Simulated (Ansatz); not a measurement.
# Screening in WS2 (Tungstenite)

Wanted: ε∞ of WS2 (Tungstenite) from perturbation theory, a sum over states and the RPA step of G0W0, with cost.

Main program and level: Ansatz 0.2.0; linear response on PBE, plane waves, PAW.

The database entry behind the starting cell differs from later determinations by our own check (an axis about 1.4 % long against later determinations), so it need not match the best structure at ambient conditions.

## Step 1: The structure

Symmetry: P6_3/mmc, No. 194, hexagonal system. Conventional cell: a = 3.180 Å, b = 3.180 Å, c = 12.500 Å, α = 90.00°, β = 90.00°, γ = 120.00°. W has 6 S at 2.41 Å nearest. S has 3 W at 2.41 Å nearest. Farther neighbours and most contacts between anions are not listed.

Structure file:

```cif
data_structure
_symmetry_space_group_name_H-M 'P 1'
_symmetry_Int_Tables_number 1
_cell_length_a 3.1800
_cell_length_b 3.1800
_cell_length_c 12.5000
_cell_angle_alpha 90.000
_cell_angle_beta 90.000
_cell_angle_gamma 120.000
_cell_volume 109.47
loop_
_atom_site_label
_atom_site_type_symbol
_atom_site_fract_x
_atom_site_fract_y
_atom_site_fract_z
_atom_site_occupancy
W1 W 0.33333 0.66667 0.25000 1
W2 W 0.66667 0.33333 0.75000 1
S3 S 0.33333 0.66667 0.62500 1
S4 S 0.66667 0.33333 0.12500 1
S5 S 0.33333 0.66667 0.87500 1
S6 S 0.66667 0.33333 0.37500 1
```

The cell and positions come from the Crystallography Open Database and are kept as given unless a step says otherwise. Spin-orbit coupling is left out unless a step names it. The default PAW set here is soft_2. Its files were made with PBE.

## Step 2: Response to a homogeneous field

ε∞ sets how strongly the crystal screens. Perturbation theory gives it with local fields and without a sum over empty bands.

This step: dielectric response by perturbation theory, PBE, plane waves, PAW.

input.yaml

```yaml
crystal:
  lattice:
    - [3.18, 0.0, 0.0]
    - [-1.59, 2.753960784, 0.0]
    - [0.0, 0.0, 12.5]
  atoms:
    - { symbol: W, position: [0.3333333333, 0.6666666667, 0.25] }
    - { symbol: W, position: [0.6666666667, 0.3333333333, 0.75] }
    - { symbol: S, position: [0.3333333333, 0.6666666667, 0.625] }
    - { symbol: S, position: [0.6666666667, 0.3333333333, 0.125] }
    - { symbol: S, position: [0.3333333333, 0.6666666667, 0.875] }
    - { symbol: S, position: [0.6666666667, 0.3333333333, 0.375] }
kpoints:
  mp_grid: { grid: [9, 9, 2] }
hamiltonian:
  xc: pbe
scf:
  occupations: { method: fixed }
dielectric: {}
```

Command:

```console
$ ansatz run input.yaml --threads 3 --pin off --max-ram 64512MiB --backend cuda --events-out ev --progress --plain --runs-dir out --devices 1 --max-vram 24GiB  # rebuilt from the run's record
```

Numbers of over 12 decimals in the logs are rounded to 6 here.

Output:

```text
GPUs: using 1 of 1 available (devices: 1).
Engine: ansatz 0.2.0, x86_64-unknown-linux-gnu
Pseudopotentials: kind: paw
Pseudopotential: W, paw, valence charge 14, recommended cutoff 420 eV (normal), W.paw.azcp
Pseudopotential: S, paw, valence charge 6, recommended cutoff 420 eV (normal), S.paw.azcp
Functional definition: PBE
  parameter kappa = 0.804
  parameter beta = 0.066725
  exchange = pbe_x(kappa = kappa, mu = beta*pi^2/3)
  correlation = pbe_c(beta = beta)
device memory: the entry about to start is reckoned to put 2.6 GiB on a device that reports 52.9 GiB free (of which the cap on the GPU budget leaves the run 24.0 GiB)
GPU FFT provider: cuFFT
GPU libraries: cuBLAS 13.8.2, cuFFT 12.4.0, cuSOLVER 12.3.4
Crystal: 6 atoms, lattice volume = 109.470 Å³
Basis set: ecut = 420 eV, 2129 PW (Γ), exchange–correlation on 48×48×180 points (8 copies of the dense FFT grid, shifted against one another)
Bands: 32, of which v1, the nominal top of the filled ones, is band 26 counted from 1 (25 counted from 0)
Symmetry: 24 space group operations
k-points: 50 of 162 (irreducible under 2 space group operations, time reversal used)
Non-local potential: W, projectors of the file, l = 0: 3, l = 1: 2, l = 2: 2, l = 3: 1
Non-local potential: S, projectors of the file, l = 0: 2, l = 1: 2, l = 2: 2
PAW form: soft (Blöchl's): semilocal exchange-correlation on the pseudo side does not see the compensation charge
PAW one-centre angular grid: W, 590 points (default); XC on 64 Gauss nodes
PAW one-centre angular grid: S, 110 points (default); XC on 64 Gauss nodes
Initial density: superposition of atomic densities (neutral atoms: chi_scale 0, normalization atom), corrected by the library's trained network
Initial wavefunctions: pseudopotential atomic-orbital guess
GPU buffer pool allocated for 51840 grid points (all kernels)
GPU transforms: local potential and band sums: pruned to the plane-wave sphere, on 24×24×90
Functional: x = pbe(κ = 0.804, μ = 0.219515), c = pbe(β = 0.066725)
SCF iter   1: F=—  HF=-24382.790355 eV  |F-HF|=—  |Δ(HF+E_count)|=         —  Δρ=5.08e-3  dr2=1.61e-2  ethr=1.77e-3  ⟨swp⟩=5.0  Hψ=6458  notcnv=0  defer=151
preconditioner: auto → Resta (q_TF=auto, 2.410 Å⁻¹)  ε∞=7.5  [insulator: Δε(μ)=1.137 eV  Ē_g=8.376 eV  n_scr=26 (ndim 8)  ℏωp=21.3 eV  f_vac=0.025  ε∞_Penn≈7.5]
SCF iter   2: F=—  HF=-24382.794906 eV  |F-HF|=—  |Δ(HF+E_count)|=   4.55e-3  Δρ=2.71e-3  dr2=2.09e-3  ethr=3.09e-5  ⟨swp⟩=2.1  Hψ=2618  notcnv=0  defer=198
SCF iter   3: F=—  HF=-24382.798627 eV  |F-HF|=—  |Δ(HF+E_count)|=   3.72e-3  Δρ=1.22e-3  dr2=4.59e-4  ethr=4.02e-6  ⟨swp⟩=2.1  Hψ=2340  notcnv=0  defer=198
SCF iter   4: F=—  HF=-24382.799656 eV  |F-HF|=—  |Δ(HF+E_count)|=   1.03e-3  Δρ=6.15e-5  dr2=4.50e-6  ethr=8.82e-7  ⟨swp⟩=2.0  Hψ=2510  notcnv=0  defer=198
SCF iter   5: F=—  HF=-24382.799723 eV  |F-HF|=—  |Δ(HF+E_count)|=   6.67e-5  Δρ=1.24e-5  dr2=1.78e-7  ethr=8.66e-9  ⟨swp⟩=2.0  Hψ=2646  notcnv=0  defer=65
SCF iter   6: F=—  HF=-24382.799723 eV  |F-HF|=—  |Δ(HF+E_count)|=   5.56e-8  Δρ=4.00e-6  dr2=2.47e-8  ethr=3.42e-10  ⟨swp⟩=2.5  Hψ=2557  notcnv=0  defer=65
SCF iter   7: F=—  HF=-24382.799723 eV  |F-HF|=—  |Δ(HF+E_count)|=   1.38e-8  Δρ=9.15e-7  dr2=1.73e-9  ethr=4.74e-11  ⟨swp⟩=2.0  Hψ=2317  notcnv=0  defer=65
SCF iter   8: F=-24382.799723 eV  HF=-24382.799723 eV  |F-HF|=1.82e-11  |Δ(HF+E_count)|=   1.04e-9  Δρ=1.59e-7  dr2=4.18e-11  ethr=1.00e-12  ⟨swp⟩=6.3  Hψ=6462  notcnv=0
SCF 1 converged in 8 iterations: F = -24382.799723 eV  dr2 = 4.18e-11
  greatest PAW one-centre occupation: 1.000 electrons in one spin orbital (limit 2), on the W atom at site 1 (counted from 0), in its partial waves of l = 0
the response reads at least the filled bands of the reference SCF and the lowest empty band at each k-point, and that SCF's band table does not vouch for those bands. The notice of the band table in this run's record says why
device memory: the entry about to start is reckoned to put 0.5 GiB on a device that reports 53.6 GiB free (of which the cap on the GPU budget leaves the run 23.9 GiB)
NSCF: frozen V_eff on 1 k-points
device memory: the entry about to start is reckoned to put 0.5 GiB on a device that reports 53.6 GiB free (of which the cap on the GPU budget leaves the run 23.9 GiB)
NSCF: frozen V_eff on 1 k-points
device memory: the entry about to start is reckoned to put 0.5 GiB on a device that reports 53.6 GiB free (of which the cap on the GPU budget leaves the run 23.9 GiB)
NSCF: frozen V_eff on 1 k-points
device memory: the entry about to start is reckoned to put 0.5 GiB on a device that reports 53.6 GiB free (of which the cap on the GPU budget leaves the run 23.9 GiB)
NSCF: frozen V_eff on 1 k-points
device memory: the entry about to start is reckoned to put 0.1 GiB (of the 0.2 GiB reckoned in all, the device holds 0.1 GiB already) on a device that reports 53.6 GiB free (of which the cap on the GPU budget leaves the run 23.9 GiB)
device memory: the entry about to start is reckoned to put 1.8 GiB (of the 1.9 GiB reckoned in all, the device holds 0.1 GiB already) on a device that reports 53.6 GiB free (of which the cap on the GPU budget leaves the run 23.9 GiB)
DFPT response loops at Γ: preconditioner auto → Resta (q_TF=auto, 2.410 Å⁻¹)  ε∞=7.2 (no band partly filled); β = 1.00, the filter's whole step (`scf.mixing.beta` (0.50) is not read by the response loops at its default; to damp them type it under 1.00, their step now; it binds the ground state too); Broyden in place of MSR1
── the response to a field inside a basis, on 10×10×2 k-points: an SCF that follows is theirs, and a resumed run solves both again ──
device memory: the entry about to start is reckoned to put 0.3 GiB on a device that reports 63.6 GiB free (of which the cap on the GPU budget leaves the run 23.9 GiB)
GPU FFT provider: cuFFT
GPU libraries: cuBLAS 13.8.2, cuFFT 12.4.0, cuSOLVER 12.3.4
Bands: 27, of which v1, the nominal top of the filled ones, is band 26 counted from 1 (25 counted from 0)
k-points: 30 of 200 (irreducible under 8 space group operations)
Initial density: handed on by an earlier stage of this run
Initial wavefunctions: pseudopotential atomic-orbital guess (no wavefunctions were taken with the density)
GPU buffer pool allocated for 51840 grid points (all kernels)
GPU transforms: band sums: pruned to the plane-wave sphere, on 24×24×90
Eigensolver: Dense (30 Hₖ)
SCF iter   1: F=—  HF=-24382.742171 eV  |F-HF|=—  |Δ(HF+E_count)|=         —  Δρ=2.71e-4  dr2=1.83e-5  ethr=1.00e-1
preconditioner: auto → Resta (q_TF=auto, 2.410 Å⁻¹)  ε∞=8.7  [insulator: Δε(μ)=1.311 eV  Ē_g=7.682 eV  n_scr=26 (ndim 8)  ℏωp=21.3 eV  f_vac=0.021  ε∞_Penn≈8.7]
SCF iter   2: F=—  HF=-24382.742186 eV  |F-HF|=—  |Δ(HF+E_count)|=   1.46e-5  Δρ=1.49e-4  dr2=5.96e-6  ethr=3.53e-8
SCF iter   3: F=—  HF=-24382.742192 eV  |F-HF|=—  |Δ(HF+E_count)|=   6.32e-6  Δρ=9.37e-6  dr2=1.32e-7  ethr=1.15e-8
SCF iter   4: F=-24382.742192 eV  HF=-24382.742192 eV  |F-HF|=4.31e-9  |Δ(HF+E_count)|=   1.75e-8  Δρ=4.81e-6  dr2=2.83e-8  ethr=2.54e-10
SCF 1 converged in 4 iterations: F = -24382.742192 eV  dr2 = 2.83e-8
  greatest PAW one-centre occupation: 0.999 electrons in one spin orbital (limit 2), on the W atom at site 0 (counted from 0), in its partial waves of l = 0
device memory: the entry about to start is reckoned to put 0.1 GiB (of the 0.1 GiB reckoned in all, the device holds 0.1 GiB already) on a device that reports 64.0 GiB free (of which the cap on the GPU budget leaves the run 23.9 GiB)
device memory: the entry about to start is reckoned to put 2.1 GiB on a device that reports 63.9 GiB free (of which the cap on the GPU budget leaves the run 23.8 GiB)
DFPT response loops at Γ: preconditioner auto → Resta (q_TF=auto, 2.410 Å⁻¹)  ε∞=6.8 (no band partly filled); β = 1.00, the filter's whole step (`scf.mixing.beta` (0.50) is not read by the response loops at its default; to damp them type it under 1.00, their step now; it binds the ground state too); Broyden in place of MSR1
SCF converged after 8 iterations
Free energy (F): -24382.799723 eV
Harris-Foulkes:  -24382.799723 eV  (|F-HF|=1.82e-11)
Internal energy: -24382.799723 eV  (E = F + TS)
E sigma→0 (E₀):  -24382.799723 eV
Fermi energy:    11.265513 eV
--- Per-component energies (eV) ---
  E_band       = -396.018886
  E_kinetic    = 1332.611681
  E_local      = -3640.452141  (includes V_loc(G=0)·N_el)
  E_nonlocal   = 114.706270
  E_hartree    = 1448.734869
  E_xc         = -924.383401
  E_vxc        = -830.174611  (∫ρ·V_xc dr)
  E_paw        = -19526.253765  (= ΣΔE_a)
  E_vpaw       = -270.180024  (= ΣTr[D̂ρ^β])
  E_aug_tail   = -0.000119  (compensation charges beyond the density's cutoff)
  E_ewald      = -3187.763116
  E_smearing   = -0.000000  (= −TS)
  E_closure    = 0.000000  (closes the sum)
  Σ components = -24382.799723   (vs F -24382.799723, Δ=0.00e0)
--- Band table (eV; the first three rows and the last of 50) ---
  k-point 0: bands = [... 22 lower, 8.9991, 9.6946, 10.1736, 11.2655, 13.5106, 13.5106, 13.5185, 13.5185, ... 2 higher]
  k-point 1: bands = [... 22 lower, 8.9779, 8.9779, 10.9617, 10.9617, 13.5075, 13.5075, 13.5075, 13.5075, ... 2 higher]
  k-point 2: bands = [... 22 lower, 9.0281, 9.8848, 10.1679, 10.8854, 13.2100, 13.3671, 13.4213, 13.4835, ... 2 higher]
  k-point 49: bands = [... 22 lower, 8.9086, 8.9086, 9.8494, 9.8494, 12.8970, 12.8970, 13.7355, 13.7355, ... 2 higher]
--- Dielectric response (ions clamped): 3 representative field directions + reference, inside a basis on a mesh of 200 k-points (Σ response iterations 15) ---
  ε∞ (high-frequency dielectric tensor):
       13.771035     0.000000    -0.000000
        0.000000    13.771035     0.000000
       -0.000000     0.000000     5.647633
  Born effective charges Z* (e; rows j = field, columns β = displacement):
    site 0:
        -0.53531   -0.00000    0.00000
        -0.00000   -0.53531   -0.00000
        -0.00000    0.00000   -0.41790
    site 1:
        -0.53531   -0.00000    0.00000
         0.00000   -0.53531   -0.00000
        -0.00000    0.00000   -0.41790
    site 2:
         0.26765    0.00000   -0.00000
        -0.00000    0.26765    0.00000
         0.00000    0.00000    0.20895
    site 3:
         0.26765    0.00000    0.00000
        -0.00000    0.26765   -0.00000
         0.00000   -0.00000    0.20895
    site 4:
         0.26765    0.00000   -0.00000
        -0.00000    0.26765   -0.00000
        -0.00000   -0.00000    0.20895
    site 5:
         0.26765    0.00000   -0.00000
         0.00000    0.26765    0.00000
        -0.00000    0.00000    0.20895
  Z* charge neutrality: 1.540e-2 e pre-enforcement
  solved inside a basis spanned on kpoints, on 10×10×2 k-points, its susceptibility summed on 16×16×4: ε∞ is read to err by 6.2e-2, Z* by 1.9e-2 e (field_mesh: kpoints solves on kpoints); Z* is corrected for what the basis lacks
```

Wall time 28 s (1 × NVIDIA H100 80GB HBM3 (shared by 3 runs) with 3 threads of AMD EPYC 7R13 (Zen 3), shared host); peak memory 1.7 GiB; 58 s of CPU time.

Numbers from this step:

| Property | Result |
| --- | --- |
| stated error of ε∞ | 0.062 |

One over ε∞ averages 0.11, well under the quarter of exact exchange in PBE0, which by this rule of thumb may open the gap too far.

High-frequency dielectric tensor:

```
13.77  0.00  0.00
 0.00 13.77  0.00
 0.00  0.00  5.65
```

Born effective charge (e), principal values of the symmetric part by kind of site:

```csv
atom,atoms with these values,low,middle,high,mean
W1,2,-0.5353,-0.5353,-0.4179,-0.4962
S3,4,0.2089,0.2676,0.2676,0.2481
```

In full for S3:

```
0.2676 0.0000 0.0000
0.0000 0.2676 0.0000
0.0000 0.0000 0.2089
```

## Step 3: Independent-particle spectrum

The independent-particle spectrum shows where the oscillator strength lies, before excitons and local fields.

This step: independent-particle optics on PBE, plane waves, PAW.

Edit input.yaml of step 2 so:

```diff
@@ -13,3 +13,3 @@
 kpoints:
-  mp_grid: { grid: [9, 9, 2] }
+  mp_grid: { grid: [12, 12, 2] }
 hamiltonian:
@@ -18,2 +18,4 @@
   occupations: { method: fixed }
-dielectric: {}
+  n_extra_bands: 75
+output:
+  optics: { e_range: [0, 25], de: 0.1, sigma: 0.2 }
```

Output:

```text
[...]
GPUs: using 1 of 1 available (devices: 1).
[...]
GPU FFT provider: cuFFT
GPU libraries: cuBLAS 13.8.2, cuFFT 12.4.0, cuSOLVER 12.3.4
Crystal: 6 atoms, lattice volume = 109.470 Å³
Basis set: ecut = 420 eV, 2129 PW (Γ)
Bands: 101, of which v1, the nominal top of the filled ones, is band 26 counted from 1 (25 counted from 0)
Symmetry: 24 space group operations
[...]
k-points: 38 of 288
[...]
GPU buffer pool allocated for 51840 grid points (all kernels)
[...]
SCF iter   1: F=—  HF=-24382.790875 eV  |F-HF|=—  |Δ(HF+E_count)|=         —  Δρ=5.02e-3  dr2=1.44e-2  ethr=1.77e-3  ⟨swp⟩=4.5  Hψ=13933  notcnv=0  defer=2703
[...]
SCF iter  10: F=-24382.800076 eV  HF=-24382.800076 eV  |F-HF|=7.28e-12  |Δ(HF+E_count)|=  1.09e-11  Δρ=1.35e-8  dr2=6.24e-13  ethr=1.00e-12  ⟨swp⟩=12.8  Hψ=30089  notcnv=0
SCF 1 converged in 10 iterations: F = -24382.800076 eV  dr2 = 6.24e-13
[...]
Optics k sum: 0 of 38 k-points
Optics k sum: 2 of 38 k-points
[...]
Optics k sum: 38 of 38 k-points
[...]
SCF converged after 10 iterations
Free energy (F): -24382.800076 eV
[...]
Internal energy: -24382.800076 eV  (E = F + TS)
E sigma→0 (E₀):  -24382.800076 eV
Fermi energy:    11.265580 eV
[...]
--- Band table (eV; the first three rows and the last of 38) ---
  k-point 0: bands = [... 22 lower, 8.9992, 9.6946, 10.1736, 11.2656, 13.5106, 13.5106, 13.5185, 13.5185, ... 71 higher]
  k-point 1: bands = [... 22 lower, 8.9779, 8.9779, 10.9618, 10.9618, 13.5075, 13.5075, 13.5075, 13.5075, ... 71 higher]
  k-point 2: bands = [... 22 lower, 9.0316, 9.8655, 10.1766, 11.0491, 13.4089, 13.4103, 13.4679, 13.4953, ... 71 higher]
  k-point 37: bands = [... 22 lower, 8.2313, 8.2313, 10.6058, 10.6058, 12.4366, 12.4366, 13.9181, 13.9181, ... 71 higher]
```

Wall time 43 s (1 × NVIDIA H100 80GB HBM3 (shared by 3 runs) with 3 threads); peak memory 2 GiB; 94 s of CPU time.

This step gave:

* ε∞ without local fields (xx, yy, zz): 14.45, 14.45, 8.838
* electrons in the f-sum (xx, yy, zz): 45.42, 45.42, 45.60
* bands in the explicit sum (the static value is completed to all bands): 101

The sum gives ε∞ = 14.45 and 8.84 without local fields.

The ε₂ has structure finer than the step of the table below, so its rows give means over 1 eV, whole bins alone (the curve runs from 0 to 25 eV). Peaks (eV: height): xx=yy 2.8: 22.0, 4.6: 15.8; zz 6.1: 19.9, 8.9: 12.3.

Independent particles, no local fields, Gaussian width 0.2 eV. Table of ε₂ by photon energy; means over each step:

```csv
photon energy (eV),xx=yy,zz
1,0.00892,0
2,5.82,0.112
3,19.5,3.41
4,13.4,4.40
5,13.3,9.75
6,10.1,16.2
7,7.27,7.68
8,4.73,7.75
9,4.13,10.9
10,4.33,7.39
11,4.44,4.41
12,3.40,2.87
13,2.70,1.83
14,2.21,2.22
15,1.49,1.64
16,1.24,0.912
17,0.806,0.548
18,0.590,0.417
19,0.386,0.361
20,0.256,0.267
21,0.213,0.179
22,0.164,0.186
23,0.185,0.139
24,0.169,0.125
```

(Part 1 of 2 ends here.)

[Paths, hosts, dates, memory and timing lines, banners, echoed tables and standing remarks are left out of the program output.]

[Logs are printed without paths, hosts, clocks, repeated set-up lines and the standing remarks that a program may print on its own settings, such as how far it seeks lower states.]

[Runs of the session that timed out or met a known fault of the program may be left out.]

[Cells called generated may have been cut or substituted from an entry of the Crystallography Open Database or the Materials Project.]

[Hosts, paths, dates, database ids (printed as entryN), source tags and the programs' standing remarks are cut or masked in the printed files.]
